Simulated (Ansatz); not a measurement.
# VSi2P4 monolayer in a perpendicular field

Aim: how the VSi2P4 monolayer screens a field along its normal, and what the field does to its bands. A positive field points along +c.

Main program and level: Ansatz 0.2.0; plane-wave DFT, PBE-D3(BJ), Ansatz PAW.

This is a report of a sequence of runs, with most program output left out.

## (1) Set-up

The cell holds 7 atoms: 4 P, 2 Si and 1 V. Cell: a = 3.480 Å, b = 3.480 Å, c = 47.432 Å, α = 90.0°, β = 90.0°, γ = 120.0°. Vacuum lies along c.

## (2) Relaxation

The starting cell is a guess, so the in-plane lattice and the atoms are relaxed first, with the slab cut off from its images along the normal.

input.yaml

```yaml
crystal:
  lattice:
    - [3.48, 0.0, 0.0]
    - [-1.74, 3.0137684052, 0.0]
    - [0.0, 0.0, 47.4317629167]
  atoms:
    - { symbol: P, position: [0.0, 0.0, 0.413225206] }
    - { symbol: Si, position: [0.3333333333, 0.6666666667, 0.4268118344] }
    - { symbol: P, position: [0.3333333333, 0.6666666667, 0.4712967928] }
    - { symbol: V, position: [0.0, 0.0, 0.5], spin: 1.0 }
    - { symbol: P, position: [0.3333333333, 0.6666666667, 0.5287032072] }
    - { symbol: Si, position: [0.3333333333, 0.6666666667, 0.5731881656] }
    - { symbol: P, position: [0.0, 0.0, 0.586774794] }
  periodic: [true, true, false]
magnetization:
  spin_polarized: true
kpoints:
  mp_grid: { grid: [12, 12, 1] }
hamiltonian:
  xc: pbe
  dispersion: d3bj
scf:
  occupations: { method: fermi_dirac, width: 0.05 }
  convergence: { dr2_threshold: 1.0e-09 }
relax:
  f_tol: 0.004
  max_steps: 90
  cell: {}
output:
  write_potential: true
  write_density: true
  volumetric_format: npy
```

Launch:

```bash
$ ansatz run input.yaml --threads 2 --pin off --max-ram 3072MiB --backend cpu --events-out ev --progress --plain --runs-dir out
```

The job ended after 3.5 min (2 threads of Intel Xeon Platinum 8488C (Sapphire Rapids), shared host; peak memory 0.98 GiB).

Relaxation path:

| step | energy less that of the first step (eV) | largest force component (eV/Å) | volume (Å³) |
| --- | --- | --- | --- |
| 1 | 0.0000 | 3.5124 | 497.46 |
| 2 | -1.2939 | 1.8344 | 499.02 |
| 3 | -1.6812 | 0.6789 | 492.13 |
| 4 | -1.7795 | 0.0264 | 484.28 |
| 5 | -1.7797 | 0.0061 | 483.56 |
| 6 | -1.7797 | 0.0123 | 483.40 |
| 7 | -1.7797 | 0.0019 | 483.43 |
| 8* | -1.7791 | 0.0020 | 483.43 |

Relaxation steps marked * repeat the geometry before them on a plane-wave basis chosen anew for their cell, so energy and pressure can jump there. Relaxation step 6 was tried and not accepted.

The run keeps the 12 symmetry operations that it works with, so distortions that break them were not tested.

| cell as run | before | after | change |
| --- | --- | --- | --- |
| a (Å) | 3.480 | 3.431 | -1.4 % |
| b (Å) | 3.480 | 3.431 | -1.4 % |

The atoms that moved most (Å, along periodic axes as changes of fractional coordinates times the final cell, across vacuum about the mean position):

| atom | dx | dy | dz | length |
| --- | --- | --- | --- | --- |
| P1 | 0.000 | 0.000 | -0.526 | 0.526 |
| P7 | 0.000 | 0.000 | 0.526 | 0.526 |
| Si6 | 0.000 | 0.000 | 0.131 | 0.131 |
| Si2 | 0.000 | 0.000 | -0.131 | 0.131 |

This step gave:

```
energy at zero smearing : -7211.1408 eV
total moment            : 0.8217 μB
site moments            : 0.001982, 0.007520, -0.02568, 0.6538, -0.02568, 0.007520, 0.001982 μB
```

Site moment by atom:

| atom | site moment (μB) |
| --- | --- |
| P1 | 0.002 |
| Si2 | 0.008 |
| P3 | -0.026 |
| V4 | 0.654 |
| P5 | -0.026 |
| Si6 | 0.008 |
| P7 | 0.002 |

The lattice constant a goes from 3.480 to 3.431 Å.

## (3) Atoms held, field 0

A sawtooth potential applies the field, turning back in the middle of the vacuum. With the dipole correction the typed value is the field outside the slab. The induced dipole is small, so the SCF threshold is tight.

The cell differs from the one that the last finished run ended in (c 47.432 → 27.284 Å).

input.yaml

```yaml
crystal:
  lattice:
    - [3.4305778704, 0.0, 0.0]
    - [-1.7152889352, 2.9709675854, 0.0]
    - [0.0, 0.0, 27.2841708012]
  atoms:
    - { symbol: P, position: [0.0, 0.0, 0.3298615914] }
    - { symbol: Si, position: [0.3333333333, 0.6666666667, 0.3679587756], spin: 0.01 }
    - { symbol: P, position: [0.3333333333, 0.6666666667, 0.4501810376], spin: -0.03 }
    - { symbol: V, position: [0.0, 0.0, 0.5], spin: 0.65 }
    - { symbol: P, position: [0.3333333333, 0.6666666667, 0.5498189624], spin: -0.03 }
    - { symbol: Si, position: [0.3333333333, 0.6666666667, 0.6320412244], spin: 0.01 }
    - { symbol: P, position: [0.0, 0.0, 0.6701384086] }
magnetization:
  spin_polarized: true
kpoints:
  mp_grid: { grid: [18, 18, 1] }
  band_path:
    path: [[0, 0, 0], [0.5, 0, 0], [0.33333333, 0.33333333, 0], [0, 0, 0]]
    npoints: 16
hamiltonian:
  xc: pbe
  dispersion: d3bj
scf:
  occupations: { method: fermi_dirac, width: 0.02585 }
  convergence: { dr2_threshold: 1.0e-10 }
efield:
  axis: 3
  dipole_correction: true
  ramp_position: 0.97
  ramp_width: 0.06
  amplitude: 0
output:
  dos: { projected: true, e_range: [-6, 5] }
  write_potential: true
  write_density: true
  volumetric_format: npy
  elf: true
```

Elapsed: 52 s, on 2 threads; peak memory 0.98 GiB.

This step gave:

* energy at zero smearing: -7211.1426 eV
* total moment: 0.8372 μB
* site moments: 0.002074, 0.007694, -0.02632, 0.6656, -0.02632, 0.007694, 0.002074 μB
* work function, upper face: 5.448 eV
* dipole along the normal: 2.73e-7 e·Å

Running mean over a fixed 2.7 Å (it still follows the layers) of the planar mean; the ramp of the sawtooth is left out. The electron's electrostatic potential energy less the Fermi level by z:

| z (Å) | electron's electrostatic potential energy less the Fermi level (eV) |
| --- | --- |
| 3.5 | 5.45 |
| 4.0 | 5.45 |
| 4.5 | 5.45 |
| 5.0 | 5.44 |
| 5.5 | 5.44 |
| 6.0 | 5.40 |
| 6.5 | 5.24 |
| 7.0 | 4.57 |
| 7.5 | 2.44 |
| 8.0 | -0.679 |
| 8.5 | -3.77 |
| 9.0 | -6.58 |
| 9.5 | -7.96 |
| 10.0 | -7.29 |
| 10.5 | -5.64 |
| 11.0 | -5.01 |
| 11.5 | -4.52 |
| 12.0 | -4.50 |
| 12.5 | -5.94 |
| 13.0 | -7.38 |
| 13.5 | -7.76 |
| 14.0 | -7.69 |
| 14.5 | -6.88 |
| 15.0 | -5.21 |
| 15.5 | -4.30 |
| 16.0 | -4.79 |
| 16.5 | -5.17 |
| 17.0 | -6.30 |
| 17.5 | -7.83 |
| 18.0 | -7.61 |
| 18.5 | -5.46 |
| 19.0 | -2.46 |
| 19.5 | 0.695 |
| 20.0 | 3.57 |
| 20.5 | 4.98 |
| 21.0 | 5.34 |
| 21.5 | 5.42 |
| 22.0 | 5.44 |
| 22.5 | 5.45 |
| 23.0 | 5.45 |
| 23.5 | 5.45 |
| 24.0 | 5.45 |

The density of states has structure finer than the step of the table below, so its rows give means over 0.25 eV, whole bins alone (the curve runs from -6 to 1.99 eV). Peaks (eV: height): total -4.920: 8.16, -3.900: 7.56, -2.470: 7.35, -1.480: 9.65, -1.340: 8.57, -1.200: 11.3, 1.580: 8.53; up -4.920: 4.97, -3.900: 4.34, -2.500: 4.03, -1.510: 4.44, -1.340: 6.12, -1.200: 6.14, 1.330: 4.76; down -4.870: 4.72, -3.850: 4.30, -2.470: 4.50, -2.200: 3.86, -1.480: 5.61, -1.120: 6.55, 1.580: 7.24.

The density of states by energy, zero at the Fermi level; means over each step; values in states/eV a cell:

| energy (eV) | total | up | down |
| --- | --- | --- | --- |
| -5.75 | 0.347 | 0.174 | 0.173 |
| -5.50 | 0.354 | 0.179 | 0.175 |
| -5.25 | 1.04 | 0.554 | 0.490 |
| -5.00 | 4.96 | 2.76 | 2.20 |
| -4.75 | 3.64 | 1.67 | 1.98 |
| -4.50 | 3.02 | 1.47 | 1.56 |
| -4.25 | 1.87 | 0.950 | 0.920 |
| -4.00 | 4.39 | 2.50 | 1.89 |
| -3.75 | 3.39 | 1.45 | 1.94 |
| -3.50 | 3.11 | 1.79 | 1.32 |
| -3.25 | 3.42 | 1.49 | 1.93 |
| -3.00 | 3.22 | 1.81 | 1.40 |
| -2.75 | 4.97 | 2.46 | 2.52 |
| -2.50 | 5.82 | 2.91 | 2.91 |
| -2.25 | 4.78 | 2.44 | 2.34 |
| -2.00 | 5.86 | 3.02 | 2.83 |
| -1.75 | 4.16 | 2.04 | 2.12 |
| -1.50 | 6.47 | 3.69 | 2.78 |
| -1.25 | 8.16 | 4.19 | 3.97 |
| -1.00 | 6.43 | 2.75 | 3.68 |
| -0.75 | 2.82 | 1.26 | 1.56 |
| -0.50 | 2.74 | 2.11 | 0.640 |
| -0.25 | 1.48 | 1.26 | 0.220 |
| 0.00 | 1.42 | 0.743 | 0.680 |
| 0.25 | 1.61 | 0.00297 | 1.60 |
| 0.50 | 1.15 | 0.0430 | 1.11 |
| 0.75 | 1.16 | 0.449 | 0.707 |
| 1.00 | 0.765 | 0.765 | 0 |
| 1.25 | 2.59 | 2.59 | 0 |
| 1.50 | 2.64 | 1.59 | 1.06 |
| 1.75 | 4.00 | 1.77 | 2.23 |

Projected DOS per atom over height of the atomic layer and energy from the Fermi level. Layers: P Si P V P Si P from below.

Values in states/eV, 22 rows by 7 columns, each cell a mean:
```
0.38 0.42 0.28 2.09 0.28 0.42 0.38
0.11 0.11 0.21 1.64 0.21 0.11 0.11
0.02 0.02 0.06 0.98 0.06 0.02 0.02
0.03 0.02 0.02 0.84 0.02 0.02 0.03
0.03 0.03 0.04 1.15 0.04 0.03 0.03
0.05 0.03 0.05 1.04 0.05 0.03 0.05
0.08 0.04 0.16 1.52 0.16 0.04 0.08
0.34 0.09 0.57 0.91 0.57 0.09 0.34
1.20 0.22 1.32 1.79 1.32 0.22 1.20
0.99 0.24 1.12 1.59 1.12 0.24 0.99
0.87 0.32 0.66 0.86 0.66 0.32 0.87
1.04 0.39 0.74 0.61 0.74 0.39 1.04
0.94 0.60 0.94 0.61 0.94 0.60 0.94
0.68 0.45 0.52 0.52 0.52 0.45 0.68
0.57 0.41 0.54 0.46 0.54 0.41 0.57
0.43 0.34 0.40 0.30 0.40 0.34 0.43
0.54 0.45 0.83 0.51 0.83 0.45 0.54
0.28 0.30 0.49 0.23 0.49 0.30 0.28
0.55 0.53 0.76 0.27 0.76 0.53 0.55
0.47 0.52 0.49 0.18 0.49 0.52 0.47
0.11 0.10 0.02 0.01 0.02 0.10 0.11
0.08 0.07 0.02 0.01 0.02 0.07 0.08
```
Columns: height of the atomic layer (Å) from 9 to 18.3 (not evenly spaced); rows upwards: energy from the Fermi level (eV) from -5.96 to 1.96.

Projected DOS per atom, spin up over height of the atomic layer and energy from the Fermi level. Layers: P Si P V P Si P from below.

Values in states/eV, 22 rows by 7 columns, each cell a mean:
```
0.18 0.19 0.16 0.57 0.16 0.19 0.18
0.09 0.08 0.19 1.30 0.19 0.08 0.09
0.02 0.02 0.06 0.98 0.06 0.02 0.02
0.00 0.00 0.01 0.36 0.01 0.00 0.00
0.00 0.00 0.00 0.00 0.00 0.00 0.00
0.03 0.01 0.02 0.55 0.02 0.01 0.03
0.05 0.03 0.09 1.33 0.09 0.03 0.05
0.16 0.05 0.23 0.57 0.23 0.05 0.16
0.57 0.11 0.51 0.78 0.51 0.11 0.57
0.55 0.13 0.64 1.01 0.64 0.13 0.55
0.40 0.15 0.34 0.52 0.34 0.15 0.40
0.53 0.20 0.37 0.36 0.37 0.20 0.53
0.48 0.29 0.47 0.33 0.47 0.29 0.48
0.35 0.23 0.27 0.30 0.27 0.23 0.35
0.28 0.20 0.26 0.24 0.26 0.20 0.28
0.21 0.16 0.18 0.16 0.18 0.16 0.21
0.28 0.24 0.43 0.29 0.43 0.24 0.28
0.13 0.14 0.22 0.12 0.22 0.14 0.13
0.26 0.24 0.37 0.15 0.37 0.24 0.26
0.26 0.29 0.30 0.12 0.30 0.29 0.26
0.06 0.05 0.01 0.00 0.01 0.05 0.06
0.04 0.04 0.01 0.00 0.01 0.04 0.04
```
Columns: height of the atomic layer (Å) from 9 to 18.3 (not evenly spaced); rows upwards: energy from the Fermi level (eV) from -5.96 to 1.96.

Projected DOS per atom, spin down over height of the atomic layer and energy from the Fermi level. Layers: P Si P V P Si P from below.

Ten even steps from '0' (0.00 states/eV) to '9' (1.52 states/eV), each cell a mean:
```
1109011
0002000
0000000
0003000
0007000
0003000
0001000
1022201
4056504
2033302
3122213
3121213
3231323
2111112
1111111
1110111
1121211
0110110
1120211
1110111
0000000
0000000
```
Columns: height of the atomic layer (Å) from 9 to 18.3 (not evenly spaced); rows upwards: energy from the Fermi level (eV) from -5.96 to 1.96.

Deep bands are left out, so band numbers here count from the lowest band kept and differ from the log's. Electronic bands along the path, in eV, zero at the Fermi level; # counts the bands kept:

| point | up #11 | up #12 | up #13 | up #14 | down #9 | down #11 | down #12 | down #13 |
| --- | --- | --- | --- | --- | --- | --- | --- | --- |
| Γ | -0.45 | -0.45 | 0.02 | 2.78 | -0.64 | -0.26 | -0.26 | 0.74 |
| halfway | -1.15 | -1.02 | -0.38 | 1.66 | -1.65 | -0.97 | -0.95 | 0.36 |
| M | -1.53 | -0.80 | -0.67 | 1.22 | -1.81 | -1.47 | -0.54 | -0.17 |
| halfway | -1.54 | -1.07 | -0.22 | 0.87 | -2.06 | -1.47 | -1.01 | 0.37 |
| K | -1.45 | -0.81 | 0.13 | 0.56 | -2.66 | -1.42 | -0.77 | 0.74 |
| halfway | -1.32 | -1.01 | -0.42 | 1.61 | -1.85 | -1.20 | -0.93 | 0.32 |
| Γ | -0.45 | -0.45 | 0.02 | 2.78 | -0.64 | -0.26 | -0.26 | 0.74 |

Spin density in the ca plane at fractional y = 0.667, with atoms of Si and P within 0.2 Å of it.

Values in units of 1e-2 e/Å³, 5 rows by 16 columns, each cell a mean:
```
 0.0  0.0  0.0  0.0  0.0  0.0  0.0  0.0  0.0  0.0  0.1  0.8  3.8  0.4  0.0  0.0
 0.0  0.0  0.0  0.0  0.0  0.0  0.0  0.0  0.0  0.1 -0.2  0.3  2.6  0.0 -0.1  0.1
 0.0  0.0  0.0  0.0  0.0  0.0  0.0  0.1  0.0  0.5 -0.2 -0.7  0.3 -0.8  0.1  0.4
 0.0  0.0  0.0  0.0  0.0  0.0  0.0  0.1  0.0  0.7  0.2 -0.7 -0.2 -0.6  0.4  0.6
 0.0  0.0  0.0  0.0  0.0  0.0  0.0  0.0  0.0  0.2 -0.3 -0.2  1.6 -0.5 -0.2  0.2
```
Columns run along c (16.0 Å, from fractional 0.06 to 0.64 of the cell), rows up along a (3.4 Å). Atoms in or near the plane, at fractional coordinates: Si at (0.37, 0.33), P at (0.45, 0.33), P at (0.55, 0.33), Si at (0.63, 0.33).

Valence density in the ca plane at fractional y = 0.667, with atoms of Si and P within 0.2 Å of it. It is the smooth field of the valence electrons, not physical close to the nuclei.

Ten even steps from '0' (0.00 e/Å³) to '9' (0.81 e/Å³), each cell a mean:
```
00000000013444311011222333222100113444310000
00000000013443210001122333221100012444310000
00000000012444321112333333333211123444210000
00000000012355433235675334676532335543100000
00000000001244335577688535876775533442100000
00000000001232126896137535721798521232000000
00000000001243135787357535853787522342100000
00000000001345444457887434787654444542100000
00000000012355432123454323454321234543210000
```
Columns run along c (16.0 Å, from fractional 0.18 to 0.77 of the cell), rows up along a (3.4 Å). Atoms in or near the plane, at fractional coordinates: Si at (0.37, 0.33), P at (0.45, 0.33), P at (0.55, 0.33), Si at (0.63, 0.33).

ELF in the ca plane at fractional y = 0.667, with atoms of Si and P within 0.2 Å of it. It is the smooth field of the valence electrons, not physical close to the nuclei.

Values, 5 rows by 16 columns, each cell a mean:
```
0.00 0.00 0.00 0.00 0.00 0.13 0.62 0.70 0.58 0.16 0.21 0.25 0.09 0.30 0.16 0.24
0.00 0.00 0.00 0.00 0.00 0.07 0.43 0.66 0.71 0.35 0.49 0.56 0.19 0.63 0.41 0.41
0.00 0.00 0.00 0.00 0.00 0.01 0.07 0.35 0.47 0.66 0.62 0.58 0.44 0.52 0.72 0.57
0.00 0.00 0.00 0.00 0.00 0.00 0.03 0.26 0.34 0.70 0.54 0.39 0.45 0.27 0.70 0.59
0.00 0.00 0.00 0.00 0.00 0.03 0.25 0.57 0.72 0.51 0.65 0.73 0.32 0.77 0.61 0.52
```
Columns run along c (16.0 Å, from fractional 0.06 to 0.64 of the cell), rows up along a (3.4 Å). Atoms in or near the plane, at fractional coordinates: Si at (0.37, 0.33), P at (0.45, 0.33), P at (0.55, 0.33), Si at (0.63, 0.33).

The work function of the upper face is 5.45 eV.

## (4) Atoms held, field 0.1 V/Å

Edit input.yaml of step 3 so:

```diff
@@ -31,5 +31,4 @@
   ramp_width: 0.06
-  amplitude: 0
+  amplitude: 0.1
 output:
-  dos: { projected: true, e_range: [-6, 5] }
   write_potential: true
@@ -37,2 +36 @@
   volumetric_format: npy
-  elf: true
```

Run time: 49 s. Hardware: 2 threads; peak memory 0.97 GiB; 97 s of CPU time.

The dipole is 0.0634 e·Å.

## (5) Single point, field -0.1 V/Å

Edit input.yaml of step 4 so:

```diff
@@ -31,3 +31,3 @@
   ramp_width: 0.06
-  amplitude: 0.1
+  amplitude: -0.1
 output:
```

It took 52 s on 2 threads; peak memory 0.98 GiB.

The dipole is -0.0634 e·Å.

## (6) Response, atoms held

This step: plane-wave DFT, PBE-D3(BJ), Ansatz PAW; response to a field along the normal, atoms held (Ansatz 0.2.0).

The dipoles give the slope, and the difference of two potentials shows where the field is screened.

Numbers from this step:

```
equivalent conductor thickness p/(ε₀AE) : 11.26 Å
distance between the outer atoms        : 9.284 Å
```

Table of dipole of the cell by applied field:

| applied field (V/Å) | dipole of the cell (e·Å) |
| --- | --- |
| -0.1000 | -0.0634 |
| 0.0000 | 2.7e-7 |
| 0.1000 | 0.0634 |

The total moment stays at 0.837 μB for applied field from -0.1 to 0.1 V/Å.

Local field over the applied field, running mean. From the potentials at -0.1 and 0.1 V/Å; running mean over 2.5 Å. The local field over applied field by z:

| z (Å) | local field over applied field |
| --- | --- |
| 5 | 0.995 |
| 6 | 0.960 |
| 7 | 0.780 |
| 8 | 0.433 |
| 9 | 0.124 |
| 10 | 0.0621 |
| 11 | 0.0778 |
| 12 | 0.0498 |
| 13 | 0.0292 |
| 14 | 0.0204 |
| 15 | 0.0411 |
| 16 | 0.0788 |
| 17 | 0.0634 |
| 18 | 0.0833 |
| 19 | 0.332 |
| 20 | 0.688 |
| 21 | 0.932 |
| 22 | 0.991 |
| 23 | 0.999 |

The induced electron density oscillates, so the rows of the table below give means over windows of 0.5 Å about each position, cut where the curve ends. Its maxima inside the range that stand out by 2 % of the span (Å: e/Å³ per V/Å): 7.96: 0.00371, 9.38: 8.7e-4, 11.08: 6.1e-4, 12.22: 8.9e-4, 14.07: 7.9e-4, 15.63: 3.0e-6, 17.05: 0.00146, 18.33: -4.1e-4. Its minima: 8.95: 4.1e-4, 10.23: -0.00146, 11.65: -3.0e-6, 13.22: -7.9e-4, 15.06: -8.9e-4, 16.20: -6.1e-4, 17.91: -8.7e-4, 19.33: -0.00371.

Electrons, planar mean, per unit field. Induced electron density against z; means over each step:

| z (Å) | induced electron density (e/Å³ per V/Å) |
| --- | --- |
| 4.5 | 6.7e-6 |
| 5.0 | 2.1e-5 |
| 5.5 | 6.7e-5 |
| 6.0 | 1.9e-4 |
| 6.5 | 5.4e-4 |
| 7.0 | 0.00132 |
| 7.5 | 0.00272 |
| 8.0 | 0.00352 |
| 8.5 | 0.00176 |
| 9.0 | 5.7e-4 |
| 9.5 | 5.2e-4 |
| 10.0 | -0.00107 |
| 10.5 | -6.1e-4 |
| 11.0 | 5.1e-4 |
| 11.5 | 1.8e-4 |
| 12.0 | 4.7e-4 |
| 12.5 | 5.4e-4 |
| 13.0 | -5.7e-4 |
| 13.5 | -2.9e-4 |
| 14.0 | 6.1e-4 |
| 14.5 | 1.4e-4 |
| 15.0 | -7.5e-4 |
| 15.5 | -1.7e-4 |
| 16.0 | -3.9e-4 |
| 16.5 | -2.3e-4 |
| 17.0 | 0.00117 |
| 17.5 | 3.9e-4 |
| 18.0 | -7.3e-4 |
| 18.5 | -7.2e-4 |
| 19.0 | -0.00280 |
| 19.5 | -0.00341 |
| 20.0 | -0.00205 |
| 20.5 | -9.2e-4 |
| 21.0 | -3.5e-4 |
| 21.5 | -1.3e-4 |
| 22.0 | -4.1e-5 |
| 22.5 | -1.3e-5 |
| 23.0 | -4.3e-6 |

By hand: between -0.1 and 0.1 V/Å the dipole changes by 0.1269 e·Å, a slope of 0.6344 e·Å²/V. A perfect conductor of thickness t has p = ε₀AEt, so t = 180.95 × 0.6344 / 10.192 = 11.26 Å (e/ε₀ = 180.95 V·Å, A in Å²).

The induced dipole is that of a conductor 11.26 Å thick.

## (7) Summary of results

| Property | Result |
| --- | --- |
| gap without field | none |
| work function, upper face | 5.45 eV |
| equivalent conductor thickness, atoms held | 11.3 Å |

What this shows: The induced dipole equals that of a perfect conductor 11.26 Å thick, while the outer atoms lie 9.28 Å apart. There is no gap over 0.03 eV, with or without the field. For an open d or f shell that can be the fault of a semilocal functional without a Hubbard term. The magnetic order is the one reached from the typed start; other orders were not compared. The outer anions sit over the metal atoms, one of several polytypes of such layers and not the lowest for every compound.

[Logs are printed without paths, hosts, clocks, repeated set-up lines and the standing remarks that a program may print on its own settings, such as how far it seeks lower states.]

[Hosts, paths, dates, database ids (printed as entryN), source tags and the programs' standing remarks are cut or masked in the printed files.]

[Maps of the electrostatic potential energy from Ansatz leave out the sawtooth potential of an applied field or a dipole correction, so their vacuum need not be flat; planar profiles and work functions include it.]

[The density of states shown here was stored with 400 of the rows of the run's finer table, so its peaks can read low, often by over a quarter, or be missed, and its means over a window can be off by a tenth or more.]
